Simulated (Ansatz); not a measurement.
# Where V_B puts its levels in the gap of BP (F-43m), part 2 of 2

Charge states of V_B in BP (F-43m), set against the band edges. Model: a cell of 36 host atoms with 1 B taken out.

Ansatz; place-levels on r2SCAN runs: charge-transition levels and formation energies with image-charge correction and potential alignment at the atomic sites; PAW set soft_1.

So far: The structure; What was run first; Placing the levels, r2SCAN.

### Step 3. Placing the levels, r2SCAN (continued)

Levels between the charges placed, in eV above the valence top:

```tsv
	gap (eV)	(+1/0)	(0/−1)	(−1/−2)	(−2/−3)
r2SCAN	1.24	0.10	0.52	1.33	1.25
```

Corrections by state:

```tsv
charge	moment (μB)	image terms and alignment (eV)	band filling (eV)	ε used	over the lowest of its charge, as the program ranks them, band filling apart (eV)
+1	0.0	-0.103	-	9.42	0.000
0	1.0	0.000	-	-	0.000
−1	2.0	0.572	-	9.42	0.000
−2	1.0	1.601	-	9.42	0.000
−3	0.0	3.141	-0.758	9.42	0.000
0	3.0	0.000	-	-	0.196
−1	0.0	0.566	-	9.42	0.163
−2	3.0	1.563	-	9.42	1.250
```

The charged structures listed were also run neutral, and place-levels reads from each pair, by the potential or the spins, how wide the charge is by which they differ; that can be the carrier of either run.

```tsv
charge	rms radius (Å)	spread where it is widest against the cell (Å)	wide from (Å)	reading
+1	2.8	1.90	1.36	wide
−1	2.2	1.10	0.91	wide
−2	2.4	1.53	1.36	wide
−3	2.2	1.00	0.91	wide
```

The neutral runs of these pairs need not share the spin of the lowest neutral state, and very wide values only mean spread over the cell.

From the program's caveats on the states, each cut to its opening words:

- charge +1: how wide its charge is, is not read beside other atoms or cores, and a band state would take no correction
- charge +1: the host's ions (past the first shell or, of a walk that freed a part, those that it held) aren't shown at rest: they stand up to 0.199 Å off their sites, 4.41 [...]
- charge +1: its sublattices stand up to 0.0184 Å off the host's, which by the two runs' forces adds about -0.17 eV to its energy against the host's, and moves the band [...]
- charge +1: its displacements don't fall off away from the defect: farther atoms stand 0.055 Å off the host's places
- charge 0 (1 μB): its sublattices stand up to 0.0024 Å off the host's, which by the two runs' forces adds about -0.02 eV to its energy against the host's, and moves the band [...]
- charge 0 (1 μB), −1 (2 μB), −2 (1 μB), 0 (3 μB), −2 (3 μB): flagged: stability check not made
- charge −1 (2 μB): it parts from the run at its places by a charge that spreads by about 1.1 Å along one vector (0.9 Å or more is wide), by its potential at epsilon 9.31, taken [...]
- charge −1 (2 μB): the host's ions (past the first shell or, of a walk that freed a part, those that it held) aren't shown at rest: they stand up to 0.034 Å off their sites, 3.01 [...]
- charge −1 (2 μB): its sublattices stand up to 0.0019 Å off the host's, which by the two runs' forces adds about -0.01 eV to its energy against the host's, and moves the band [...]
- charge −2 (1 μB): it parts from the run at its places by a charge that spreads by about 1.5 Å along one vector (1.4 Å or more is wide), by its potential at epsilon 9.31, taken [...]
- charge −2 (1 μB): the host's ions (past the first shell or, of a walk that freed a part, those that it held) aren't shown at rest: they stand up to 0.076 Å off their sites, 3.75 [...]
- charge −2 (1 μB): its moments are held at its close (magnetization.spin_locking), by a field of 0.111 eV a Bohr magneton, and its energy and levels are of the state that this [...]
- charge −3: it parts from the run at its places by a charge that spreads by about 1 Å along one vector (0.9 Å or more is wide), by its potential at epsilon 9.31, taken for [...]
- charge −3: a band-filling correction moves a carrier to the host's band edge, which changes its energy by -0.758 eV

Chemical potentials of the elements' reference phases, run alike. Formation energies (elemental references), with the Fermi level at the valence top and at the conduction bottom (gap 1.24 eV):

```tsv
charge	at valence top (eV)	at conduction bottom (eV)	correction included (eV)
+1	4.24	5.48	-0.10
0	4.34	4.34	0.00
−1	4.87	3.63	0.57
−2	6.20	3.72	1.60
−3	7.45	3.73	2.38
```

| Fermi level (eV) | lowest formation energy (eV) |
| --- | --- |
| 0.00 | 4.24 |
| 0.11 | 4.34 |
| 0.23 | 4.34 |
| 0.34 | 4.34 |
| 0.45 | 4.34 |
| 0.56 | 4.31 |
| 0.68 | 4.19 |
| 0.79 | 4.08 |
| 0.90 | 3.97 |
| 1.01 | 3.85 |
| 1.13 | 3.74 |
| 1.24 | 3.63 |

### Step 4. Effect of the sampling

The relaxations' own energies give the levels at their sampling, for comparison.

levels.relax_mesh.yaml

```yaml
host:
  run: host.relax.run
states: [qm3.relax.run, qm2_M1.relax.run, qm1.relax.run, q0_M1.relax.run, qp1.relax.run, q0_M3.relax.run, qm2_M3.relax.run, qm1_M2.relax.run]
chemical_potentials:
  B:
    energy: -156.554104
    dataset: <sha256 of the dataset>
```

The run is started by

```console
> ansatz place-levels levels.relax_mesh.yaml -- --threads 8 --pin off --max-ram 15073MiB
```

The program printed:

```text
(+1/0) 0.150 eV above the valence edge, 1.093 eV under the conduction edge
(0/-1) 0.850 eV above the valence edge, 0.393 eV under the conduction edge
[...]
formation energy of charge +1: +3.577 eV with the Fermi level at the valence edge
formation energy of charge 0: +3.728 eV with the Fermi level at the valence edge
formation energy of charge -1: +4.577 eV with the Fermi level at the valence edge
formation energy of charge -2: +5.955 eV with the Fermi level at the valence edge
formation energy of charge -3: +7.198 eV with the Fermi level at the valence edge
  edges by r2scan, gap 1.243 eV; the host is sampled to repeats of 8.49 Å
[... the lines on each state left out ...]
```

The job ended after 0.14 s (8 threads of Intel Xeon 6975P-C (Granite Rapids), shared host).

Levels between neighbouring charges, in eV above the valence top:

```tsv
	gap (eV)	(+1/0)	(0/−1)	(−1/−2)	(−2/−3)
one point at (¼, ¼, ¼)	1.24	0.15	0.85	1.38	1.24
a 2×2×2 shifted mesh	1.24	0.10	0.52	1.33	1.25
```

Going from one point at (¼, ¼, ¼) to a 2×2×2 shifted mesh moves the levels that carry no band-filling term by up to 0.33 eV and formation energies against the elements by up to 0.67 eV; band-filling terms, which differ between samplings, are in these energies.

### Step 5. What came out

| Quantity | Value |
| --- | --- |
| gap of the host | 1.24 eV (r2SCAN) |
| level (plus 1/0) | 0.10 eV above the valence top |
| level (0/minus 1) | 0.52 eV above the valence top |
| level (minus 1/minus 2) | 1.33 eV above the valence top, past the conduction bottom, not a change between lowest states |
| level (minus 2/minus 3) | 1.25 eV above the valence top, past the conduction bottom, not a change between lowest states (2.00 eV above the valence top without the band-filling term) |
| lowest of the charges placed, just above the valence top (0.02 eV) | +1 |
| lowest of the charges placed, just below the conduction bottom (0.02 eV) | −1 |
| lowest formation energy at mid-gap of the charges run, elemental references | 4.25 eV |
| standing of these levels | doubtful, see below |

What this shows: Of the charges placed (−3, −2, −1, 0 and +1), the lowest changes at 0.10 eV (+1/0) and 0.52 eV (0/−1) above the valence top, in a gap of 1.24 eV. A neutral run at a charged structure lies 0.06 eV below the neutral state placed. Unless it holds a band carrier, charge 0 isn't at its lowest here, and with that energy the steps would read (+1/0) 0.04 eV and (0/−1) 0.58 eV, which can change which charges are lowest. (+1/0) and (0/−1) lie nearer to a band edge than the share of the finite-size correction in them (0.10 and 0.57 eV), and that correction holds for a localised charge alone. (+1/0) and (−1/−2) lie 0.10 and 0.09 eV from a band edge, less than the doubt on such levels. Charges above +1 were not placed, so these runs say nothing of levels that involve them. States placed: +1 at 0 μB; 0 at 1 μB and 3 μB; −1 at 2 μB and 0 μB; −2 at 1 μB and 3 μB; −3 at 0 μB. Other spin states or structures, where not listed, weren't placed. The program finds carriers beyond a band edge of the host and adds a band-filling term at charge −3 (-0.76 eV); steps to such a charge show no bound level, and a defect level inside a band would be read the same way. Corrections reach 3.1 eV, so the cell is small for these charges and their levels are rough. Going from one point at (¼, ¼, ¼) to a 2×2×2 shifted mesh moves the levels that carry no band-filling term by up to 0.33 eV and formation energies against the elements by up to 0.67 eV; band-filling terms, which differ between samplings, are in these energies. The program doubts the alignment of potentials for at least one state, a sign that the cell is small. Limits: the images are only 6.4 Å apart; r2SCAN makes the gap too small and tends to spread out bound carriers; force components of up to 0.68 eV/Å remain in a run at the final settings.

[Logs are printed without paths, hosts, clocks, repeated set-up lines and the standing remarks that a program may print on its own settings, such as how far it seeks lower states.]

[Hosts, paths, dates, database ids (printed as entryN), source tags and the programs' standing remarks are cut or masked in the printed files.]

[Where a table of states has a column of steps, it counts the stored structures, which are thinned; the runs took as many ionic steps or more.]

[A defect's name tells the site on which it was built; relaxed atoms can leave that site.]

[For some hosts the program warned that the k-mesh of the response run may be too coarse for force constants and the static dielectric constant; such warnings are not shown here.]
